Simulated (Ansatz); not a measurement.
Planning a run of Ansatz 0.2.0 on BaNaBr3 (cubic perovskite) (Pm-3m). The input:

The structure was built from a prototype and need not be the compound's stable phase.

```yaml
crystal:
  lattice:
    - [6.2793234105, 0.0, 0.0]
    - [0.0, 6.2793234105, 0.0]
    - [0.0, 0.0, 6.2793234105]
  atoms:
    - { symbol: Na, position: [0.0, 0.0, 0.0] }
    - { symbol: Ba, position: [0.5, 0.5, 0.5] }
    - { symbol: Br, position: [0.5, 0.5, 0.0] }
    - { symbol: Br, position: [0.5, 0.0, 0.5] }
    - { symbol: Br, position: [0.0, 0.5, 0.5] }
kpoints:
  mp_grid: { grid: [2, 2, 2] }
  band_path:
    path: [[0.0, 0.0, 0.0], [0.0, 0.5, 0.0], [0.5, 0.5, 0.0], [0.5, 0.5, 0.5]]
    npoints: 1
hamiltonian:
  xc: hse06
scf:
  occupations: { method: fixed }
  n_extra_bands: 5
output:
  eigenvalues: true
```

```sh
ansatz run input.yaml --threads 4 --pin off --max-ram 17510MiB --backend cpu --events-out ev --progress --plain --runs-dir out
```

Q: How long will it take on 4 threads of Arm Neoverse V1, shared host, and how much memory?

It took 22 s; on shared hardware allow 11 s to 43 s. Peak host memory was 1.5 GiB. The sizes that set the cost: 4945 plane waves a state, 4 irreducible k points and 10 SCF cycles.

Exact exchange couples every pair of k points and filled bands, so it costs far more than a semilocal run.

[Paths, hosts, dates, memory and timing lines, banners, echoed tables and standing remarks are left out of the program output.]

[Logs are printed without paths, hosts, clocks, repeated set-up lines and the standing remarks that a program may print on its own settings, such as how far it seeks lower states.]

[Runs of the session that timed out or met a known fault of the program may be left out.]

[Cells called generated may have been cut or substituted from an entry of the Crystallography Open Database or the Materials Project.]

[Hosts, paths, dates, database ids (printed as entryN), source tags and the programs' standing remarks are cut or masked in the printed files.]
